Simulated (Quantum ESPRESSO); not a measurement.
# CuF2: which magnetic order is lowest

Aim: find out which collinear order of CuF2 costs least.

Method: PBEsol with U = 6 eV on Cu d (ortho-atomic projectors); plane waves with GBRV 1.5 PBEsol potentials, no spin-orbit coupling, in Quantum ESPRESSO 7.5.

**1. The structure**

Symmetry: P2_1/c, No. 14, monoclinic system. Conventional cell: a = 3.320 Å, b = 4.540 Å, c = 5.343 Å, α = 90.00°, β = 121.44°, γ = 90.00°. Cu has 6 F at 1.91 to 2.31 Å nearest. Nearest to F lie 3 Cu at 1.91 to 2.31 Å. Farther neighbours and most contacts between anions are not listed.

The cell comes from the Crystallography Open Database.

**2. Run 1 (ferro ++)**

The signs are those of the starting moments on the seeded atoms, the atoms that are given a moment.

The input, pw.in:

```
&CONTROL
  calculation = 'scf'
  prefix = 'pwscf'
  outdir = './tmp'
  pseudo_dir = './pseudo'
  disk_io = 'nowf'
/
&SYSTEM
  ibrav = 0
  celldm(1) = 8
  nat = 6
  ntyp = 2
  ecutwfc = 40
  ecutrho = 280
  nbnd = 45
  occupations = 'smearing'
  smearing = 'fd'
  degauss = 0.00367493
  nspin = 2
  starting_magnetization(1) = 0.0526
  starting_magnetization(2) = 0
/
&ELECTRONS
  conv_thr = 1.2d-08
  electron_maxstep = 150
  mixing_beta = 0.3
/
ATOMIC_SPECIES
Cu     63.5460 cu_pbesol_v1.2.uspp.F.UPF
F      18.9984 f_pbesol_v1.4.uspp.F.UPF
CELL_PARAMETERS alat
   0.7842363417197    0.0000000000000    0.0000000000000
   0.0000000000000    1.0724195757251    0.0000000000000
  -0.6583022279400    0.0000000000000    1.0768918614287
ATOMIC_POSITIONS crystal
Cu      0.0000000000    0.0000000000    0.0000000000
Cu      0.0000000000    0.5000000000    0.5000000000
F       0.2560000000    0.3000000000    0.3000000000
F       0.7440000000    0.8000000000    0.2000000000
F       0.7440000000    0.7000000000    0.7000000000
F       0.2560000000    0.2000000000    0.8000000000
K_POINTS automatic
8 4 4 0 0 0
HUBBARD {ortho-atomic}
U Cu-3d 6.0000
```

Command:

```console
$ OMP_NUM_THREADS=1 mpirun -n 4 pw.x -nk 4 -in pw.in > pw.out
```

The log of the run:

```text
Program PWSCF v.7.5 starts

     Message from routine setup:
     using ibrav=0 with symmetry is DISCOURAGED, use correct ibrav instead

     K-points division:     npool     =       4
     Subspace diagonalization in iterative solution of the eigenvalue problem:

     G-vector sticks info
     --------------------
     sticks:   dense  smooth     PW     G-vecs:    dense   smooth      PW
     Sum        1201     691    225                36723    15901    2969

     Using Slab Decomposition

     bravais-lattice index     =            0
     lattice parameter (alat)  =       8.0000  a.u.
     unit-cell volume          =     463.7178 (a.u.)^3
     number of atoms/cell      =            6
     number of atomic types    =            2
     number of electrons       =        66.00
     number of Kohn-Sham states=           45
     kinetic-energy cutoff     =      40.0000  Ry
     charge density cutoff     =     280.0000  Ry
     scf convergence threshold =      1.2E-08
     mixing beta               =       0.3000
     number of iterations used =            8  plain     mixing
     Exchange-correlation= SLA  PW   PSX  PSC
                           (   1   4  10   8   0   0   0)
     Hubbard projectors: ortho-atomic
     Hubbard parameters of DFT+U (Dudarev formulation) in eV:
     U(Cu-3d) =  6.0000

     Internal variables: lda_plus_u =T, lda_plus_u_kind = 0

     Internal variables: orbital_resolved =F, hub_pot_fix =F, apply_U = F

     celldm(1)=   8.000000  celldm(2)=   0.000000  celldm(3)=   0.000000
     celldm(4)=   0.000000  celldm(5)=   0.000000  celldm(6)=   0.000000

     crystal axes: (cart. coord. in units of alat)
               a(1) = (   0.784236   0.000000   0.000000 )
               a(2) = (   0.000000   1.072420   0.000000 )
               a(3) = (  -0.658302   0.000000   1.076892 )

     reciprocal axes: (cart. coord. in units 2 pi/alat)
               b(1) = (  1.275126 -0.000000  0.779482 )
               b(2) = (  0.000000  0.932471 -0.000000 )
               b(3) = (  0.000000  0.000000  0.928598 )

     PseudoPot. # 1 for Cu read from file:
     cu_pbesol_v1.2.uspp.F.UPF
     Pseudo is Ultrasoft + core correction, Zval = 19.0
     Generated by new atomic code, or converted to UPF format
     Using radial grid of  867 points,  6 beta functions with:
                l(1) =   0
                l(2) =   0
                l(3) =   1
                l(4) =   1
                l(5) =   2
                l(6) =   2
     Q(r) pseudized with  8 coefficients,  rinner =    1.150   1.150   1.150
                                                       1.150   1.150

     PseudoPot. # 2 for F  read from file:
     f_pbesol_v1.4.uspp.F.UPF
     Pseudo is Ultrasoft, Zval =  7.0
     Generated by new atomic code, or converted to UPF format
     Using radial grid of  799 points,  4 beta functions with:
                l(1) =   0
                l(2) =   0
                l(3) =   1
                l(4) =   1
     Q(r) pseudized with  8 coefficients,  rinner =    0.950   0.950   0.950

     atomic species   valence    mass     pseudopotential
     Cu               19.00    63.54600     Cu( 1.00)
     F                 7.00    18.99840     F ( 1.00)

     Starting magnetic structure
     atomic species   magnetization
     Cu              0.053
     F               0.000

      4 Sym. Ops., with inversion, found ( 2 have fractional translation)

   Cartesian axes

     site n.     atom                  positions (alat units)
         1        Cu     tau(   1) = (   0.0000000   0.0000000   0.0000000  )
         2        Cu     tau(   2) = (  -0.3291511   0.5362098   0.5384459  )
         3        F      tau(   3) = (   0.0032738   0.3217259   0.3230676  )
         4        F      tau(   4) = (   0.4518114   0.8579357   0.2153784  )
         5        F      tau(   5) = (   0.1226603   0.7506937   0.7538243  )
         6        F      tau(   6) = (  -0.3258773   0.2144839   0.8615135  )

     number of k points=    54  Fermi-Dirac smearing, width (Ry)=  0.0037
                       cart. coord. in units 2pi/alat
        k(    1) = (   0.0000000   0.0000000   0.0000000), wk =   0.0078125
        k(    2) = (   0.0000000   0.0000000   0.2321496), wk =   0.0156250
        k(    3) = (   0.0000000   0.0000000  -0.4642992), wk =   0.0078125
        k(    4) = (   0.0000000   0.2331177   0.0000000), wk =   0.0156250
        k(    5) = (   0.0000000   0.2331177   0.2321496), wk =   0.0312500
        [... 49 further k-points ...]

     Dense  grid:    36723 G-vectors     FFT dimensions: (  36,  48,  54)

     Smooth grid:    15901 G-vectors     FFT dimensions: (  25,  36,  48)

     Generating pointlists ...
     new r_m :   0.1858 (alat units)  1.4865 (a.u.) for type    1
     new r_m :   0.1858 (alat units)  1.4865 (a.u.) for type    2

     Initial potential from superposition of free atoms

     starting charge      64.0000, renormalised to      66.0000

     STARTING HUBBARD OCCUPATIONS:

     =================== HUBBARD OCCUPATIONS ===================
     ------------------------ ATOM    1 ------------------------
     Tr[ns(  1)] (up, down, total) =   5.00000  3.00000  8.00000
     Atomic magnetic moment for atom   1 =   2.00000
     [... lines left out ...]
     ------------------------ ATOM    2 ------------------------
     Tr[ns(  2)] (up, down, total) =   5.00000  3.00000  8.00000
     Atomic magnetic moment for atom   2 =   2.00000
     [... lines left out ...]
     Number of occupied Hubbard levels =   16.0000

     Atomic wfc used for Hubbard projectors are orthogonalized

     Starting wfcs are   42 randomized atomic wfcs +    3 random wfcs

     Self-consistent Calculation

     iteration #  1     ecut=    40.00 Ry     beta= 0.30
     Davidson diagonalization with overlap
     ethr =  1.00E-02,  avg # of iterations =  5.6

     =================== HUBBARD OCCUPATIONS ===================
     ------------------------ ATOM    1 ------------------------
     Tr[ns(  1)] (up, down, total) =   4.92782  4.08301  9.01082
     Atomic magnetic moment for atom   1 =   0.84481
     [... lines left out ...]
     ------------------------ ATOM    2 ------------------------
     Tr[ns(  2)] (up, down, total) =   4.92782  4.08301  9.01082
     Atomic magnetic moment for atom   2 =   0.84481
     [... lines left out ...]
     Number of occupied Hubbard levels =   18.0216

     Threshold (ethr) on eigenvalues was too large:
     Diagonalizing with lowered threshold

     Davidson diagonalization with overlap
     ethr =  9.68E-04,  avg # of iterations =  1.2

     total energy              =   -1000.75115415 Ry
     estimated scf accuracy    <       0.71684475 Ry

     total magnetization       =     2.00 Bohr mag/cell
     absolute magnetization    =     2.14 Bohr mag/cell

     iteration #  2     ecut=    40.00 Ry     beta= 0.30
     Davidson diagonalization with overlap
     ethr =  1.09E-03,  avg # of iterations =  2.0

     total energy              =   -1000.94416967 Ry
     estimated scf accuracy    <       0.07466154 Ry

     total magnetization       =     2.00 Bohr mag/cell
     absolute magnetization    =     2.06 Bohr mag/cell

     iteration #  3     ecut=    40.00 Ry     beta= 0.30
     Davidson diagonalization with overlap
     ethr =  1.13E-04,  avg # of iterations =  1.4

     total energy              =   -1000.95051717 Ry
     estimated scf accuracy    <       0.03730080 Ry

     total magnetization       =     2.00 Bohr mag/cell
     absolute magnetization    =     2.07 Bohr mag/cell

     [... further iterations left out ...]

     iteration # 15     ecut=    40.00 Ry     beta= 0.30
     Davidson diagonalization with overlap
     ethr =  5.84E-11,  avg # of iterations =  3.0

     total energy              =   -1000.95379510 Ry
     estimated scf accuracy    <       0.00000013 Ry

     total magnetization       =     2.00 Bohr mag/cell
     absolute magnetization    =     2.11 Bohr mag/cell

     iteration # 16     ecut=    40.00 Ry     beta= 0.30
     Davidson diagonalization with overlap
     ethr =  5.84E-11,  avg # of iterations =  3.0

     total energy              =   -1000.95379512 Ry
     estimated scf accuracy    <       0.00000002 Ry

     total magnetization       =     2.00 Bohr mag/cell
     absolute magnetization    =     2.11 Bohr mag/cell

     iteration # 17     ecut=    40.00 Ry     beta= 0.30
     Davidson diagonalization with overlap
     ethr =  2.87E-11,  avg # of iterations =  3.0

     total energy              =   -1000.95379517 Ry
     estimated scf accuracy    <       0.00000006 Ry

     total magnetization       =     2.00 Bohr mag/cell
     absolute magnetization    =     2.11 Bohr mag/cell

     iteration # 18     ecut=    40.00 Ry     beta= 0.30
     Davidson diagonalization with overlap
     ethr =  2.87E-11,  avg # of iterations =  3.0

     Magnetic moment per site  (integrated on atomic sphere of radius R)
     atom   1 (R=0.186)  charge= 16.2509  magn=  0.8201
     atom   2 (R=0.186)  charge= 16.2509  magn=  0.8201
     atom   3 (R=0.186)  charge=  6.3228  magn=  0.0817
     atom   4 (R=0.186)  charge=  6.3228  magn=  0.0817
     atom   5 (R=0.186)  charge=  6.3228  magn=  0.0817
     atom   6 (R=0.186)  charge=  6.3228  magn=  0.0817

     End of self-consistent calculation

     =================== HUBBARD OCCUPATIONS ===================
     ------------------------ ATOM    1 ------------------------
     Tr[ns(  1)] (up, down, total) =   4.96833  4.14504  9.11337
     Atomic magnetic moment for atom   1 =   0.82329
     [... lines left out ...]
     ------------------------ ATOM    2 ------------------------
     Tr[ns(  2)] (up, down, total) =   4.96833  4.14504  9.11337
     Atomic magnetic moment for atom   2 =   0.82329
     [... lines left out ...]
     Number of occupied Hubbard levels =   18.2267

     Number of k-points >= 100: set verbosity='high' to print the bands.

     the Fermi energy is     5.9347 ev

!    total energy              =   -1000.95379518 Ry
     estimated scf accuracy    <          7.0E-10 Ry
     smearing contrib. (-TS)   =      -0.00000000 Ry
     internal energy E=F+TS    =   -1000.95379518 Ry

     The total energy is F=E-TS. E is the sum of the following terms:
     one-electron contribution =    -791.18039223 Ry
     hartree contribution      =     425.25207628 Ry
     xc contribution           =    -113.51524085 Ry
     ewald contribution        =    -521.60838012 Ry
     Hubbard energy            =       0.09814174 Ry

     total magnetization       =     2.00 Bohr mag/cell
     absolute magnetization    =     2.11 Bohr mag/cell

     convergence has been achieved in  18 iterations

=------------------------------------------------------------------------------=
   JOB DONE.
=------------------------------------------------------------------------------=
```

Run time: 82 s. Hardware: 4 MPI ranks of Arm Neoverse V1, shared host; peak memory 0.56 GiB; 5.5 min of CPU time.

Spin moment in the atom's sphere by atom:

```
atom  spin moment in the atom's sphere (μB)
 Cu1                                  0.820
 Cu2                                  0.820
  F3                                  0.082
  F4                                  0.082
  F5                                  0.082
  F6                                  0.082
```

Numbers from this step:

```
smearing term TS       : 1.91e-12 eV
magnetization          : 2 μB
absolute magnetization : 2.113 μB
final state            : ferromagnetic
```

[end of part 1 of 3]

[Logs and program files are shortened in this print: banners, set-up blocks, solver, clock and traceback lines can be left out without a mark of their own.]

[Logs are printed without paths, hosts, clocks, repeated set-up lines and the standing remarks that a program may print on its own settings, such as how far it seeks lower states.]

[Hosts, paths, dates, database ids (printed as entryN), source tags and the programs' standing remarks are cut or masked in the printed files.]

[Where a cell is said to come from a database of computed structures, the database is the Materials Project.]
